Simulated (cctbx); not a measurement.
# Symmetry from intensities

Cell: a = 8.0120 Å, b = 8.0120 Å, c = 5.2990 Å, α = 90.00°, β = 90.00°, γ = 120.00°. Expected content of the cell: Tc14 Ga6.

The data are simulated with cctbx, not measured: Ag Kα, λ = 0.56087 Å, to d = 0.7 Å, 70 % of the full sphere, strongest reflection 20000 counts, noise from counting, a 1.5 % proportional error and a noise floor of 2 counts (s.d.); no absorption.

A first pass over the reflections prints:

```text
2561 reflections to d = 0.701 A
centring   violations  <I/sigma> of those
    A       1132 of  1293     21.8
    B       1126 of  1288     21.8
    C       1192 of  1277     22.0
    I       1113 of  1266     21.7
    R       1544 of  1713     20.9
    F       1725 of  1929     21.9
Laue class    unique    Rint  (classes that these axes allow; Friedel mates merged)
P -1             1661   0.033
P 1 1 2/m         980   0.033
P -3              605   0.034
P -3 1 m          341   0.036
P -3 m 1          364   0.035
P 6/m             336   0.036
P 6/m m m         218   0.036
space group    extra absences  I>4sigma  <I/sigma>
P 6 2 2                 0          0         -  acentric
P 63 2 2                7          0      -0.3  acentric
P 6 m m                 0          0         -  acentric
P 63 m c              151          0      -0.1  acentric
P -6 m 2                0          0         -  acentric
P -6 2 m                0          0         -  acentric
P -6 2 c              151          0      -0.1  acentric
P 6/m m m               0          0         -  centric
P 63/m m c            151          0      -0.1  centric
Wilson B = 0.67 A^2   <|E^2-1|> = 0.761 (0.968 centric, 0.736 acentric)   E^2>4: 1.0 %
shell (A)         n   <I/sigma>
 6.94 - 1.40     36     61.4
 1.40 - 1.11     29     59.3
 1.11 - 0.97     28     56.3
 0.97 - 0.88     21     63.9
 0.88 - 0.82     30     44.8
 0.82 - 0.77     25     43.2
 0.77 - 0.73     21     61.8
 0.73 - 0.70     28     50.1
```

Q: Read the symmetry from these tables.

Every centring test has many violations, so the lattice is primitive.

Rint stays low (0.033 to 0.036) up to P 6/m m m, the highest class in these axes.

9 settings pass the absence test. The most absences obeyed, 151, belong to P 63 m c, P -6 2 c and P 63/m m c, which absences can't tell apart.

⟨|E²−1|⟩ = 0.761 leans to a non-centrosymmetric structure. The Wilson B of 0.67 Å² means U ≈ 0.0085 Å².

The true group is P6_3mc (no. 186), Laue class 6/mmm, non-centrosymmetric. The tables only narrow the choice to the tied entries; cell content, site symmetry and trial solutions must settle it.

This is a model crystal, built by substitution and not relaxed, with assumed displacement parameters.

[Logs are printed without paths, hosts, clocks, repeated set-up lines and the standing remarks that a program may print on its own settings, such as how far it seeks lower states.]
